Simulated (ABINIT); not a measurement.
# Mg3SnS (Pm-3m): zone-centre phonons, part 2 of 4

Which modes does Mg3SnS (Pm-3m) have at the zone centre?

ABINIT 10.8.3; DFT LDA, scalar-relativistic, plane waves, HGH norm-conserving pseudopotentials.

So far. Step 5 (Relaxing the cell and atoms): The volume changes by +0.3 % in this run and stands -26.1 % from the first cell. The relaxed cell has a = 4.722 Å (conventional setting).

The structure was built from a prototype and need not be the compound's stable phase.

## Step 7: Linear response at Γ

At q = 0 one unit cell holds all displacements. The response is solved for single atoms along the cell's directions, and symmetry skips those that follow from others. The crystal is treated as a metal, which screens a static field, so no field response is asked.

The input, dfpt_gamma.abi:

```

# common to the responses
getwfk_filepath "gso_WFK"
kptopt 2
nqpt 1
qpt 0.0 0.0 0.0
asr 0
chneut 0

# displacements
rfphon 1
rfatpol 1 5
rfdir 1 1 1
tolvrs 1.0d-10
prtwf 0

# basis, mesh and filling
ecut 30.0
ixc 7
ngkpt 6 6 6
nshiftk 1
shiftk 0.0 0.0 0.0
istwfk *1
occopt 7
tsmear 0.01
nband 14
nstep 100
diemac 1000000.0
prtebands 0
prtgsr 0

# cell and atoms
acell 8.922984555 8.922984555 8.922984555
rprim 
    1.0 0.0 0.0
    0.0 1.0 0.0
    0.0 0.0 1.0
ntypat 3
znucl 50 16 12
natom 5
typat 1 2 3 3 3
xred 
    0.0 0.0 0.0
    0.5 0.5 0.5
    0.5 0.5 0.0
    0.5 0.0 0.5
    0.0 0.5 0.5
pp_dirpath "./pseudo"
pseudos "Sn.hgh, S.hgh, Mg.hgh"
```

Launch:

```bash
$ OMP_NUM_THREADS=1 mpirun -n 4 abinit dfpt_gamma.abi > dfpt_gamma.log
```

Numbers of over 12 decimals in the logs are rounded to 6 here.

dfpt_gamma.abo, the main output file:

```text
[banners, grids, parts of the stress and lines that vanish by symmetry left out]
- input  file    -> dfpt_gamma.abi
- output file    -> dfpt_gamma.abo
- root for input  files -> dfpt_gammai
- root for output files -> dfpt_gammao

 Symmetries : space group Pm -3 m (#221); Bravais cP (primitive cubic)
================================================================================
 Values of the parameters that define the memory need of the present run (RF).
     intxc =       0      iscf =       7    lmnmax =       6     lnmax =       6
     mgfft =      48  mpssoang =       3    mqgrid =    3001     natom =       5
  nloc_mem =       1    nspden =       1   nspinor =       1    nsppol =       1
      nsym =      48    n1xccc =       0    ntypat =       3    occopt =       7
   xclevel =       1
-    mband =          14        mffmem =           1         mkmem =          28
-   mkqmem =          28        mk1mem =          28           mpw =        5632
      nfft =      110592          nkpt =         112
- my_mband =          14
================================================================================
================================================================================

--------------------------------------------------------------------------------
------------- Echo of variables that govern the present computation ------------
--------------------------------------------------------------------------------
-
- outvars: echo of selected default values
-   iomode0 =  0 , fftalg0 =312 , wfoptalg0 =  0
-
- outvars: echo of global parameters not present in the input file
-  max_nthreads =    1
-
 -outvars: echo values of preprocessed input variables
 [... echo left out ...]
================================================================================

 chkinp: Checking input parameters for consistency.

[...]
== DATASET  1 ==================================================================
-   mpi_nproc: 4, omp_nthreads: 1 (-1 if OMP is not activated)

--- !DatasetInfo
iteration_state: {dtset: 1, }
dimensions: {natom: 5, nkpt: 112, mband: 14, nsppol: 1, nspinor: 1, nspden: 1, mpw: 5632, }
cutoff_energies: {ecut:  30.0, pawecutdg:  -1.0, }
electrons: {nelect:   1.60000000E+01, charge:   0.00000000E+00, occopt:   7.00000000E+00, tsmear:   1.00000000E-02, }
meta: {optdriver: 1, rfphon: 1, }
...

 mkfilename: getwfk from: gso_WFK

 Exchange-correlation functional for the present dataset will be:
  LDA: Perdew-Wang 92 LSD fit to Ceperley-Alder data - ixc=7
 Citation for XC functional:
  J.P.Perdew and Y.Wang, PRB 45, 13244 (1992)

 Real(R)+Recip(G) space primitive vectors, cartesian coordinates (Bohr,Bohr^-1):
 R(1)=  8.9229846  0.0000000  0.0000000  G(1)=  0.1120701  0.0000000  0.0000000
 R(2)=  0.0000000  8.9229846  0.0000000  G(2)=  0.0000000  0.1120701  0.0000000
 R(3)=  0.0000000  0.0000000  8.9229846  G(3)=  0.0000000  0.0000000  0.1120701
 Unit cell volume ucvol=  7.1044494E+02 bohr^3
 Angles (23,13,12)=  9.00000000E+01  9.00000000E+01  9.00000000E+01 degrees
 setup1 : take into account q-point for computing boxcut.

 getcut: wavevector=  0.0000  0.0000  0.0000  ngfft=  48  48  48
         ecut(hartree)=     30.000   => boxcut(ratio)=   2.18175

--- Pseudopotential description ------------------------------------------------
- pspini: atom type   1  psp file is ./pseudo/Sn.hgh

- pspini: atom type   2  psp file is ./pseudo/S.hgh

- pspini: atom type   3  psp file is ./pseudo/Mg.hgh

   4.51418034E+01                                ecore*ucvol(ha*bohr**3)
--------------------------------------------------------------------------------

 ==>  initialize data related to q vector <==

 The list of irreducible perturbations for this q vector is:
    1)    idir= 1    ipert=   1
    2)    idir= 1    ipert=   2
    3)    idir= 1    ipert=   3
    4)    idir= 3    ipert=   3

[...]
The perturbation idir=   2  ipert=   1 is
 symmetric of a previously calculated perturbation.
 So, its SCF calculation is not needed.

 The perturbation idir=   3  ipert=   1 is
 symmetric of a previously calculated perturbation.
 So, its SCF calculation is not needed.

 The perturbation idir=   2  ipert=   2 is
 symmetric of a previously calculated perturbation.
 So, its SCF calculation is not needed.

 The perturbation idir=   3  ipert=   2 is
 symmetric of a previously calculated perturbation.
 So, its SCF calculation is not needed.

[...]
The perturbation idir=   2  ipert=   5 is
 symmetric of a previously calculated perturbation.
 So, its SCF calculation is not needed.

 The perturbation idir=   3  ipert=   5 is
 symmetric of a previously calculated perturbation.
 So, its SCF calculation is not needed.

--------------------------------------------------------------------------------
 Perturbation wavevector (in red.coord.)   0.000000  0.000000  0.000000
 Perturbation : displacement of atom   1   along direction   1
 Found     8 symmetries that leave the perturbation invariant.

[...]
dfpt_looppert : total number of electrons, from k and k+q
  fully or partially occupied states are    1.600000E+01 and    1.600000E+01.
 Initialisation of the first-order wave-functions :
  ireadwf=   0

--- !BeginCycle
iteration_state: {dtset: 1, }
solver: {iscf: 7, nstep: 100, nline: 4, wfoptalg: 0, }
tolerances: {tolvrs: 1.00E-10, }
...

     iter   2DEtotal(Ha)        deltaE(Ha) residm    vres2
-ETOT  1   45.567592298416     -5.251E+01 1.604E+00 2.287E+05
 ETOT  2   1.711388     -4.386E+01 2.828E-01 2.602E+03
 ETOT  3   1.085101     -6.263E-01 3.639E-02 1.479E+02
 ETOT  4   1.045343     -3.976E-02 4.908E-03 2.938E+00
 ETOT  5   1.044223     -1.121E-03 4.633E-03 9.860E-03
[...]
At SCF step   10       vres2   =  5.55E-11 < tolvrs=  1.00E-10 =>converged.
[...]
Mean square residual over all n,k,spin=   48.696E-09; max=  17.926E-06

 Thirteen components of 2nd-order total energy (hartree) are
 1,2,3: 0th-order hamiltonian combined with 1st-order wavefunctions
     kin0=   8.09075121E+01 eigvalue=  -3.53929529E+00  local=  -1.63944018E+01
 4,5,6: 1st-order hamiltonian combined with 1st and 0th-order wfs
 loc psp =  -9.02557110E+01  Hartree=   2.37737666E+01     xc=  -1.06158883E+01
 note that "loc psp" includes a xc core correction that could be resolved
 7,8,9: eventually, occupation + non-local contributions
    edocc=   7.63734026E+00     enl0=   1.52679915E+01   enl1=  -1.03818339E+02
 1-9 gives the relaxation energy (to be shifted if some occ is /=2.0)
   erelax=  -9.70370249E+01
 10,11,12 Non-relaxation  contributions : frozen-wavefunctions and Ewald
 fr.local=   2.30854132E+01 fr.nonlo=   5.24627959E+01  Ewald=   2.25330357E+01
 13,14 Frozen wf xc core corrections (1) and (2)
 frxc 1  =   0.00000000E+00  frxc 2 =   0.00000000E+00
 Resulting in :
 2DEtotal=    0.1044219851E+01 Ha. Also 2DEtotal=    0.284146696778E+02 eV
    (2DErelax=   -9.7037024936E+01 Ha. 2DEnonrelax=    9.8081244786E+01 Ha)
    (  non-var. 2DEtotal :    1.0442197969E+00 Ha)

[...]
Perturbation wavevector (in red.coord.)   0.000000  0.000000  0.000000
 Perturbation : displacement of atom   2   along direction   1
 Found     8 symmetries that leave the perturbation invariant.

[...]
dfpt_looppert : total number of electrons, from k and k+q
  fully or partially occupied states are    1.600000E+01 and    1.600000E+01.
 Initialisation of the first-order wave-functions :
  ireadwf=   0

--- !BeginCycle
iteration_state: {dtset: 1, }
solver: {iscf: 7, nstep: 100, nline: 4, wfoptalg: 0, }
tolerances: {tolvrs: 1.00E-10, }
...

     iter   2DEtotal(Ha)        deltaE(Ha) residm    vres2
-ETOT  1   453.91393479127     -1.101E+02 1.002E+01 1.741E+06
[...]
At SCF step   11       vres2   =  1.94E-11 < tolvrs=  1.00E-10 =>converged.
[...]
Mean square residual over all n,k,spin=   19.406E-08; max=  80.932E-06

 Thirteen components of 2nd-order total energy (hartree) are
 1,2,3: 0th-order hamiltonian combined with 1st-order wavefunctions
     kin0=   5.73231046E+02 eigvalue=   9.67939801E+00  local=  -5.69284869E+02
 4,5,6: 1st-order hamiltonian combined with 1st and 0th-order wfs
 loc psp =  -7.83603762E+01  Hartree=   1.77409027E+02     xc=  -5.19604046E+01
 note that "loc psp" includes a xc core correction that could be resolved
 7,8,9: eventually, occupation + non-local contributions
    edocc=   3.44781421E+01     enl0=   3.83455138E+02   enl1=  -1.03565458E+03
 1-9 gives the relaxation energy (to be shifted if some occ is /=2.0)
   erelax=  -5.57007480E+02
 10,11,12 Non-relaxation  contributions : frozen-wavefunctions and Ewald
 fr.local=   1.51237389E+00 fr.nonlo=   5.34356491E+02  Ewald=   2.81662947E+01
 13,14 Frozen wf xc core corrections (1) and (2)
 frxc 1  =   0.00000000E+00  frxc 2 =   0.00000000E+00
 Resulting in :
 2DEtotal=    0.7027679586E+01 Ha. Also 2DEtotal=    0.191232903635E+03 eV
    (2DErelax=   -5.5700748017E+02 Ha. 2DEnonrelax=    5.6403515975E+02 Ha)
    (  non-var. 2DEtotal :    7.0276806431E+00 Ha)

[...]
Perturbation wavevector (in red.coord.)   0.000000  0.000000  0.000000
 Perturbation : displacement of atom   3   along direction   1
 Found     4 symmetries that leave the perturbation invariant.

[...]
dfpt_looppert : total number of electrons, from k and k+q
  fully or partially occupied states are    1.600000E+01 and    1.600000E+01.
 Initialisation of the first-order wave-functions :
  ireadwf=   0

--- !BeginCycle
iteration_state: {dtset: 1, }
solver: {iscf: 7, nstep: 100, nline: 4, wfoptalg: 0, }
tolerances: {tolvrs: 1.00E-10, }
...

     iter   2DEtotal(Ha)        deltaE(Ha) residm    vres2
-ETOT  1   6.306497     -5.624E+00 2.261E-01 3.596E+04
[...]
At SCF step   10       vres2   =  1.94E-11 < tolvrs=  1.00E-10 =>converged.
[...]
Mean square residual over all n,k,spin=   69.374E-09; max=  31.705E-06

 Thirteen components of 2nd-order total energy (hartree) are
 1,2,3: 0th-order hamiltonian combined with 1st-order wavefunctions
     kin0=   1.25678403E+01 eigvalue=  -6.54304491E-01  local=  -7.34373708E+00
 4,5,6: 1st-order hamiltonian combined with 1st and 0th-order wfs
 loc psp =  -1.99132643E+00  Hartree=   3.20021699E+00     xc=  -1.32125669E+00
 note that "loc psp" includes a xc core correction that could be resolved
 7,8,9: eventually, occupation + non-local contributions
    edocc=   9.68059897E-01     enl0=   5.22411100E+00   enl1=  -2.32905333E+01
 1-9 gives the relaxation energy (to be shifted if some occ is /=2.0)
   erelax=  -1.26409298E+01
 10,11,12 Non-relaxation  contributions : frozen-wavefunctions and Ewald
 fr.local=   1.40571187E+00 fr.nonlo=   1.56650734E+01  Ewald=  -5.14073023E+00
 13,14 Frozen wf xc core corrections (1) and (2)
 frxc 1  =   0.00000000E+00  frxc 2 =   0.00000000E+00
 Resulting in :
 2DEtotal=   -0.7108747659E+00 Ha. Also 2DEtotal=   -0.193438878265E+02 eV
    (2DErelax=   -1.2640929829E+01 Ha. 2DEnonrelax=    1.1930055063E+01 Ha)
    (  non-var. 2DEtotal :   -7.1087481051E-01 Ha)

[...]
Perturbation wavevector (in red.coord.)   0.000000  0.000000  0.000000
 Perturbation : displacement of atom   3   along direction   3
 Found     8 symmetries that leave the perturbation invariant.

--------------------------------------------------------------------------------

--------------------------------------------------------------------------------

 dfpt_looppert : total number of electrons, from k and k+q
  fully or partially occupied states are    1.600000E+01 and    1.600000E+01.
 Initialisation of the first-order wave-functions :
  ireadwf=   0

--- !BeginCycle
iteration_state: {dtset: 1, }
solver: {iscf: 7, nstep: 100, nline: 4, wfoptalg: 0, }
tolerances: {tolvrs: 1.00E-10, }
...

     iter   2DEtotal(Ha)        deltaE(Ha) residm    vres2
-ETOT  1   22.914409485772     -4.032E+00 1.209E+00 6.029E+04
[...]
ETOT  9   9.200076     -7.133E-11 5.711E-05 1.316E-09
 ETOT 10   9.200076     -4.690E-13 1.099E-05 9.243E-12

 At SCF step   10       vres2   =  9.24E-12 < tolvrs=  1.00E-10 =>converged.
[...]
Mean square residual over all n,k,spin=   30.188E-09; max=  10.992E-06

 Thirteen components of 2nd-order total energy (hartree) are
 1,2,3: 0th-order hamiltonian combined with 1st-order wavefunctions
     kin0=   1.79279313E+01 eigvalue=  -7.17467687E-02  local=  -1.12886965E+01
 4,5,6: 1st-order hamiltonian combined with 1st and 0th-order wfs
 loc psp =   9.83629332E-01  Hartree=   4.46775052E+00     xc=  -1.35113730E+00
 note that "loc psp" includes a xc core correction that could be resolved
 7,8,9: eventually, occupation + non-local contributions
    edocc=   8.81724347E-01     enl0=   7.18052719E+00   enl1=  -3.64763349E+01
 1-9 gives the relaxation energy (to be shifted if some occ is /=2.0)
   erelax=  -1.77463527E+01
 10,11,12 Non-relaxation  contributions : frozen-wavefunctions and Ewald
 fr.local=  -6.12303449E+01 fr.nonlo=   3.84625002E+01  Ewald=   4.97142730E+01
 13,14 Frozen wf xc core corrections (1) and (2)
 frxc 1  =   0.00000000E+00  frxc 2 =   0.00000000E+00
 Resulting in :
 2DEtotal=    0.9200075542E+01 Ha. Also 2DEtotal=    0.250346809059E+03 eV
    (2DErelax=   -1.7746352721E+01 Ha. 2DEnonrelax=    2.6946428263E+01 Ha)
    (  non-var. 2DEtotal :    9.2000754876E+00 Ha)

[...]
---- first-order wavefunction calculations are completed ----

 ==> Compute Derivative Database <==

 [... matrices left out ...]
  Phonon wavevector (reduced coordinates) :  0.00000  0.00000  0.00000
 Phonon energies in Hartree :
  -5.365371E-04 -5.365371E-04 -5.365371E-04 -4.809107E-04 -4.809107E-04
  -4.809107E-04 -1.172866E-05 -1.172866E-05 -1.172866E-05  4.270818E-04
   4.270818E-04  4.270818E-04  2.027939E-03  2.027939E-03  2.027939E-03
 Phonon frequencies in cm-1    :
- -1.177563E+02 -1.177563E+02 -1.177563E+02 -1.055477E+02 -1.055477E+02
- -1.055477E+02 -2.574143E+00 -2.574143E+00 -2.574143E+00  9.373363E+01
-  9.373363E+01  9.373363E+01  4.450811E+02  4.450811E+02  4.450811E+02

== END DATASET(S) ==============================================================
================================================================================

 -outvars: echo values of variables after computation
            acell      8.9229845550E+00  8.9229845550E+00  8.9229845550E+00 Bohr
           etotal      9.2000755418E+00
            fcart      0.0000000000E+00  0.0000000000E+00  0.0000000000E+00
           strten      0.0000000000E+00  0.0000000000E+00  0.0000000000E+00
================================================================================
```

Run time: 1.9 min. Hardware: 4 MPI ranks of Arm Neoverse V1, shared host; 7.5 min of CPU time.

Read from the output:

```
largest acoustic frequency at the zone centre before the sum rule : -2.57 cm⁻¹
highest optical zone-centre mode (no LO-TO term)                  : 445.1 cm⁻¹
lowest optical zone-centre mode                                   : -117.8 cm⁻¹
```

The acoustic modes at Γ come out as far as 2.6 cm⁻¹ from zero, where they should vanish, a small numerical error. The lowest optical mode is imaginary, 118i cm⁻¹, an instability at this level and on this k mesh.

(Continued in part 3 of 4.)

[Host names and launcher messages were left out of these logs when they were recorded.]

[Logs are printed without paths, hosts, clocks, repeated set-up lines and the standing remarks that a program may print on its own settings, such as how far it seeks lower states.]

[Hosts, paths, dates, database ids (printed as entryN), source tags and the programs' standing remarks are cut or masked in the printed files.]
